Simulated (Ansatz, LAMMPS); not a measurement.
# Localised basis functions on glassy 69SiO2-19Al2O3-6SrO-6Li2O (mol %) (106 atoms), part 2 of 2

Aim: test how closely localised support functions follow the reference on glassy 69SiO2-19Al2O3-6SrO-6Li2O (mol %) (106 atoms), and at what cost. A setting counts as converged where the r.m.s. difference of forces stays under 1 % of the r.m.s. force.

Ansatz 0.2.0; Kohn-Sham DFT, PBE, PAW (set soft_2), plane waves.

The cell: 22 Si, 12 Al, 2 Sr, 4 Li and 66 O. The quench rate of 50 K/ps is orders of magnitude faster than experiment. The network of bonds at the start is that of the classical potential that made the cell. The Brillouin zone is sampled at Γ only, in a cell whose shortest periodic width is 11 Å.

So far. Step 4 (Support functions low): Forces differ from the reference by 0.84 meV/Å r.m.s., 0.059 % of their size, well within a tolerance of 1 %; the energy by -4.9 meV/atom. It took roughly 5.3 times the reference's time (one timing each, with unlike analyses asked), in 12 cycles against 9.

### Step 5. Support functions medium

With localised support functions most steps grow linearly with size, though the diagonalisation grows faster unless the density matrix is cut; this run measures error and cost at this size. Besides, the program derives a nominal cutoff of 464 eV for this run, against the reference's 420.

This step: Kohn-Sham DFT, PBE, PAW (set soft_2), localised support functions (medium) (Ansatz 0.2.0).

Contents of input.yaml:

```yaml
crystal:
  lattice:
    - [10.5932, 0.0, 0.0]
    - [0.0, 10.5932, 0.0]
    - [0.0, 0.0, 10.5932]
  atoms:
    [... the 106 atom lines of step 3 ...]
kpoints:
  mp_grid: { grid: [1, 1, 1] }
hamiltonian:
  xc: pbe
scf:
  occupations: { method: fixed }
  eigensolver: { kind: { support_functions: { accuracy: medium } } }
  max_iter: 150
output:
  forces: true
  eigenvalues: true
```

Started as:

```bash
ansatz run input.yaml --threads 4 --pin off --max-ram 8192MiB --backend cpu --events-out ev --progress --plain --runs-dir out
```

Output:

```text
[...]
Warning: basis.ecutwfc = 464 eV, auto-derived: no grid that the accuracy of the support functions lays serves the files at the lower one that their records recommend; a deck with other species or settings can derive another value
[...]
Crystal: 106 atoms, lattice volume = 1188.725 Å³
Basis set: ecut = 464 eV, 27081 PW (Γ), exchange–correlation on 150×150×150 points (8 copies of the dense FFT grid, shifted against one another)
Bands: 332, of which v1, the nominal top of the filled ones, is band 276 counted from 1 (275 counted from 0)
Symmetry: 1 space group operations
k-points: 1
[...]
SCF iter   1: F=—  HF=-65903.041757 eV  |F-HF|=—  |Δ(HF+E_count)|=         —  Δρ=1.28e-1  dr2=1.94e2  ethr=1.00e-1
[...]
SCF iter  12: F=—  HF=-65909.585318 eV  |F-HF|=—  |Δ(HF+E_count)|=   2.35e-3  Δρ=2.24e-5  dr2=7.90e-6  ethr=4.53e-9  κ⁻¹=3.0e-5(r=7)
SCF iter  13: F=-65909.587184 eV  HF=-65909.587185 eV  |F-HF|=3.73e-7  |Δ(HF+E_count)|=   1.87e-3  Δρ=8.38e-6  dr2=1.56e-6  ethr=1.43e-9
SCF 1 converged in 13 iterations: F = -65909.611209 eV  dr2 = 1.56e-6
[...]
SCF converged after 13 iterations
[...]
Free energy (F): -65909.611209 eV
[...]
Internal energy: -65909.611209 eV  (E = F + TS)
E sigma→0 (E₀):  -65909.611209 eV
Fermi energy:    5.540822 eV
[...]
Σ components = -65909.611209   (vs F -65909.611209, Δ=0.00e0)
--- Forces (eV/Å), atoms counted from 1 ---
  atom   1  Si    -0.82296353    -1.35957779    -0.82622487
  atom   2  Si     1.26136300    -3.24199846     0.48068770
  atom   3  Si    -3.51490763     1.46596468    -0.51106506
  atom   4  Si     0.22083550     1.65403989    -1.12307838
[...]
atom 106  O     -0.61901748    -1.20768029     0.91508021
  max |Σ_I F_I| component: 3.76e-3 eV/Å
--- Band table (eV) ---
[...]
```

Run time: 2.2 min. Hardware: 4 threads of Arm Neoverse V1, shared host; peak memory 3.6 GiB.

Keys that differ from the reference: support_functions.accuracy = "medium" and scf.max_iter = 150.

Forces differ from the reference by 0.79 meV/Å r.m.s., 0.056 % of their size, well within a tolerance of 1 %; the energy by -4.9 meV/atom. It took roughly 5.6 times the reference's time (one timing each, with unlike analyses asked), in 13 cycles against 9.

### Step 6. Support functions medium, radius 2.98 Å

The radius confines each support function; a larger one gives more freedom and more work per atom.

input.yaml, the sections that differ from step 5:

```yaml
scf:
  occupations: { method: fixed }
  eigensolver: { kind: { support_functions: { accuracy: medium, radius: 2.98 } } }
  max_iter: 150
# crystal, kpoints, hamiltonian, output: as in step 5
```

Output:

```text
Warning: scf.eigensolver.kind.support_functions: disabling space-group detection — the functions' gradient is summed over unrotated k-points, so no spatial operation reduces the k-mesh or symmetrises the density; time reversal is kept, so that k and −k are solved as one point where they differ and the mesh holds both, and exact exchange and, on two spinor components, a DFT+U term hold to it where the run has them: [...]
Warning: basis.ecutwfc = 464 eV, auto-derived: no grid that the accuracy of the support functions lays serves the files at the lower one that their records recommend; a deck with other species or settings can derive another value
settings of this run that can trade accuracy for cost: scf.eigensolver.kind.support_functions [...]
Engine: ansatz 0.2.0, aarch64-unknown-linux-gnu
Pseudopotentials: kind: paw
Pseudopotential: Si, paw, valence charge 4, recommended cutoff 420 eV (normal), Si.paw.azcp
Pseudopotential: Al, paw, valence charge 3, recommended cutoff 420 eV (normal), Al.paw.azcp
Pseudopotential: Sr, paw, valence charge 10, recommended cutoff 420 eV (normal), Sr.paw.azcp
Pseudopotential: Li, paw, valence charge 3, recommended cutoff 420 eV (normal), Li.paw.azcp
Pseudopotential: O, paw, valence charge 6, recommended cutoff 420 eV (normal), O.paw.azcp
[... 5 lines on functional and potentials left out ...]
Error: SCF: the radius of support functions is under 3.33 Å, the least for these sites at the functions' level (scf.eigensolver.kind.support_functions.accuracy). Use scf.eigensolver.kind: auto, or type scf.eigensolver.kind.support_functions.radius at least as long, [...]
```

Run time: 7.7 s. Hardware: 4 threads; peak memory 0.3 GiB.

The program refuses radii under 3.33 Å for these atoms at this level.

### Step 7. What each setting buys

Differences are against the plane-wave reference (Kohn-Sham DFT, PBE, PAW (set soft_2), plane waves), whose r.m.s. force component is 1.41 eV/Å. Energies are set beside the reference only for runs with its functional, potentials and electron count. Times are for 4 threads of Arm Neoverse V1, shared host. The reference's time includes the DOS, ELF, the stress and grids, which some other runs skip.

```
                     run  Δ force, r.m.s. (meV/Å)  share of r.m.s. force (%)  Δ energy (meV/atom)  Δ gap (eV)  cycles     time  host memory (GiB)
               reference                        -                          -                    -           -       9     23 s                1.5
   support functions low                    0.841                     0.0594                -4.87      0.0014      12  2.1 min                3.5
support functions medium                     0.79                     0.0558                -4.88      9.0e-4      13  2.2 min                3.6
```

### Step 8. The reference in detail

The comparisons rest on this run, so its electronic structure is set out here.

Length of the force by element and coordination:

```
element  coordination  atoms  mean length of the force (eV/Å)  spread  least   most
     Al           all     12                             2.02   0.758  0.698   3.47
     Li           all      4                            0.690   0.425  0.118   1.29
      O           all     66                             1.90    1.00  0.430   5.81
     Si           all     22                             3.37    1.02   1.79   6.08
     Sr           all      2                            0.645   0.148  0.497  0.793
```

Intrinsic-atomic-orbital charges by element and coordination:

```
element  coordination  atoms  mean charge (e)  spread  least    most
     Al           all     12             1.31  0.0343   1.24    1.35
     Li           all      4            0.819  0.0081  0.807   0.827
      O           all     66           -0.920  0.0498  -1.13  -0.838
     Si           all     22             1.73  0.0258   1.68    1.78
     Sr           all      2             1.86  0.0097   1.85    1.87
```

States in the cell by windows of 1 eV, zero at the Fermi level; the larger projections on atomic orbitals stand beside the total:

```
from (eV)  to (eV)  total   O p  Si p   O s
      -18      -17   30.8   0.3   3.1  24.3
      -17      -16    7.9   0.1   0.6   5.8
      -16      -15   11.8   0.3   0.1   0.9
      -15      -11    0.0   0.0   0.0   0.0
      -11      -10    3.9   2.6   0.1   0.2
      -10       -9   10.2   6.9   0.6   0.5
       -9       -8   15.0  10.5   1.1   0.7
       -8       -7   24.4  18.0   2.6   0.6
       -7       -6   33.4  25.7   4.1   0.6
       -6       -5   43.5  34.4   4.4   1.2
       -5       -4   52.0  44.3   2.8   1.5
       -4       -3   62.2  56.0   1.9   1.2
       -3       -2   65.5  61.5   1.2   0.7
       -2       -1   59.5  56.6   0.7   0.5
       -1        0   25.3  24.3   0.3   0.1
        0        1    1.1   1.1   0.0   0.0
        1        3    0.0   0.0   0.0   0.0
        3        4    2.0   0.0   0.1   0.6
        4        5    2.2   0.2   0.3   0.3
```

With fixed occupations the program's Fermi level is the highest filled level; weight inside the gap is the broadening of levels at its edges.

Between -26 and -18 eV lie 93 more states.

The levels nearest the highest filled one (over half full), pooled over k-points and spins:

```
level less the highest filled one (eV)  occupation
                                -0.693           2
                                -0.596           2
                                -0.519           2
                                -0.224           2
                                -0.175           2
                                     0           2
                                  3.66           0
                                  4.96           0
                                  5.01           0
                                  5.16           0
                                  5.25           0
                                  5.42           0
```

ELF in the ab plane at fractional z = 0.288, with atoms of Si and Al and Sr and O within 0.2 Å of it. It is the smooth field of the valence electrons, not physical close to the nuclei.

Ten even steps from '0' (0.00) to '9' (0.85), each cell a mean:
```
430000122200000111379898510255
122100000000000011488579830000
478731000000011100279889720001
689862000002467641048997300002
589852000014799984002431002211
256521000014898895100000148863
311233210002688873000000389998
411355530000133321000001489899
312234420001344310001232258987
233211100016999982026887423542
244200000018953894059989830000
122100024216965892159748850000
000000257622799850038999730000
000001478841144200113676300000
000011368741000011122111110000
012443112321000011146632221011
137898511232100000258852111233
158989832454200000246531001354
148998621332100000011100001231
213676300010001221000000000134
852111000000014775211100001589
896200010000047998412100003797
898300233200047898411100003897
995000134310013564126653101699
```
Columns run along a (10.6 Å), rows up along b (10.6 Å). Atoms in or near the plane, at fractional coordinates: Si at (0.05, 0.69), Al at (0.13, 0.97), Sr at (0.46, 0.54), O at (0.98, 0.07), O at (0.72, 0.92), O at (0.74, 0.52).

Electrostatic potential energy in the ab plane at fractional z = 0.288, with atoms of Si and Al and Sr and O within 0.2 Å of it. With pseudopotentials it is smooth inside the atoms' cores, unlike the true potential.

Values in eV, 13 rows by 16 columns, each cell a mean:
```
  4  -7  -4  -3   9  12  12  11   7  -5 -10 -27  -3  12  12  11
  8   0   1   7  11  11  11   9   8   9   5 -18   0  12  12  11
  1  -3   7  11  11  11   8 -18 -12   9  12  12  12  12  11   9
-33 -34  -1  10  11  10   9  -6  -2   9  11  11  10   8 -11 -10
-23 -23   2  10  10   8   3  -4   1   7  10   8   5   4  -9  -5
  8   8  10  11  10   5 -22 -40 -28   3   8 -11 -12   6   9  10
 11  12  11  10   9   5 -16 -35 -21   3   5 -25 -22   8  10  11
 10  11   7  -6  -8   4   5   2   5   6  -5 -24  -8   8  10  10
  8   9  -1 -34 -35  -1   9  10  10   9  -6 -27  -9   7   9   6
  0  -6 -20  -7  -7   6  11  11  11  11   8   5   7   8   3  -6
  2   7   6  10  10  11  11  11  11  11  11  11  11   9   3  -3
-14   7   7   9  11  11  11  10   3   1   2   9  11  10   7 -21
-13  -6  -7   0  10  12  12  11   0 -25 -24   4  11  12   9 -15
```
Columns run along a (10.6 Å; values clipped at the 3rd and 97th percentile), rows up along b (10.6 Å). Atoms in or near the plane, at fractional coordinates: Si at (0.05, 0.69), Al at (0.13, 0.97), Sr at (0.46, 0.54), O at (0.98, 0.07), O at (0.72, 0.92), O at (0.74, 0.52).

Mean intrinsic-atomic-orbital charges: Al +1.31, Li +0.82, O -0.92, Si +1.73, Sr +1.86 e. The largest share in the top eV of filled states is O p (98 % of the projected weight), and in the lowest eV of empty states O s (32 % of the projected weight).

### Step 9. Distances and neighbours

These statistics describe the geometry on which the runs were made.

Density 3.07 g/cm³, 11.21 Å³ an atom.

g(r), total and by pair (bins of 0.2 Å):

```
r (Å)  total   O-O  O-Si  O-Al  O-Li  O-Sr  Si-Si
 1.50   1.15  0.00  4.43  0.00  0.00  0.00   0.00
 1.70   2.50  0.00  6.59  5.64  0.00  0.00   0.00
 1.90   0.61  0.00  0.00  3.34  2.91  0.00   0.00
 2.10   0.21  0.00  0.00  0.68  2.50  0.00   0.00
 2.30   0.20  0.12  0.00  0.32  2.00  0.64   0.00
 2.50   1.05  2.28  0.00  0.20  0.00  4.49   0.00
 2.70   1.48  3.31  0.22  0.17  0.72  0.52   0.25
 2.90   1.04  1.67  0.27  0.49  0.62  0.82   0.22
 3.10   1.05  0.94  0.48  0.36  1.32  0.39   3.08
 3.30   0.91  0.56  1.15  0.76  0.33  0.00   1.30
 3.50   0.92  0.55  1.45  1.13  1.17  1.19   0.32
 3.70   0.96  0.67  1.02  1.74  0.66  1.55   0.70
 3.90   1.10  0.61  1.57  1.42  1.53  1.40   1.30
 4.10   1.19  0.71  2.09  1.22  1.17  0.85   1.17
 4.30   1.02  0.77  1.11  1.61  1.64  1.18   1.79
 4.50   1.02  1.08  0.85  1.21  1.60  0.87   0.57
 4.70   0.96  1.33  0.62  0.59  1.13  1.14   0.88
 4.90   1.08  1.44  0.79  0.87  0.60  1.64   1.21
 5.10   0.98  1.29  0.70  0.62  0.48  1.52   1.28
```

A closer look about Si15, which bears the longest force: 14 atoms, nearest first, numbered in the order of the input, with positions taken from that point.

```
atom      x      y      z  distance (Å)  intrinsic-atomic-orbital charge (e)     Fx     Fy  Fz (eV/Å)
Si15   0.00   0.00   0.00          0.00                                 1.71  -4.36  -3.43       2.48
 O90   0.36   0.95  -1.14          1.53                                -1.00   3.00   2.51      -2.40
 O96   1.11  -0.85   0.80          1.62                                -0.87   0.95  -0.27       0.01
 O80  -0.89   0.73   1.14          1.62                                -0.93   1.32   0.70       0.54
 O59  -1.18  -0.87  -0.75          1.65                                -0.94   1.42  -0.39      -0.53
Al31  -0.78   1.44  -2.41          2.92                                 1.34  -0.06  -0.71       1.58
Al30  -2.47   0.61   1.73          3.07                                 1.34  -0.94   1.48      -0.23
Sr36   2.36   2.14  -0.46          3.22                                 1.87   0.11  -0.40      -0.27
 O43   1.87  -1.59  -2.10          3.23                                -0.94  -1.35  -1.89       1.89
Al33  -2.84  -1.11  -1.08          3.24                                 1.30   0.16  -0.27       2.11
Si16   2.11  -1.99   1.46          3.25                                 1.77  -0.71  -1.85      -2.14
 O92  -3.19  -0.67   0.84          3.36                                -0.89  -0.63  -1.25      -1.07
 O46  -1.84   2.47  -1.47          3.41                                -0.96  -1.78   1.02       0.50
 O73   1.54   2.60   1.69          3.47                                -1.01   1.61   0.45      -0.33
```

### Step 10. Outcome

| Item | Value |
| --- | --- |
| free energy per atom | -621.7839 eV/atom |
| pressure | 10.28 GPa |
| r.m.s. force component | 1.415 eV/Å |
| gap (highest filled to lowest empty level) | 3.66 eV |
| wall time of the 3 DFT runs | 4.6 min |

**Reading.** Against plane waves at 420 eV, the forces differ by 0.79 meV/Å (0.056 %) with support functions medium. At 106 atoms the fastest of the runs at a preset level, support functions low, takes roughly 5.3 times the time of plane waves (whose run also made extra analyses), in 12 SCF cycles against 9. Differences between support functions and plane waves include what basis error the plane-wave run still has.

The highest filled and lowest empty levels differ by 3.66 eV (at Γ alone); a semilocal functional tends to put such gaps too low. In a disordered cell it changes from sample to sample, and tail or defect levels can set it.

**Limits.** The force components of 1.4 eV/Å r.m.s. hold both thermal displacement and the mismatch between the potential that made the cell and DFT. The stress is far from hydrostatic: its diagonal is 6.3, 11.3, 13.2 GPa, compression counted positive. The pressure of 10 GPa is that of one thermal frame, in which the classical model's bond lengths enter as well as the volume, without the kinetic term. The pressure of a single frame lacks the kinetic term.

[Long decimals in the printed logs are rounded to 6 places.]

[Logs are printed without paths, hosts, clocks, repeated set-up lines and the standing remarks that a program may print on its own settings, such as how far it seeks lower states.]

[Hosts, paths, dates, database ids (printed as entryN), source tags and the programs' standing remarks are cut or masked in the printed files.]
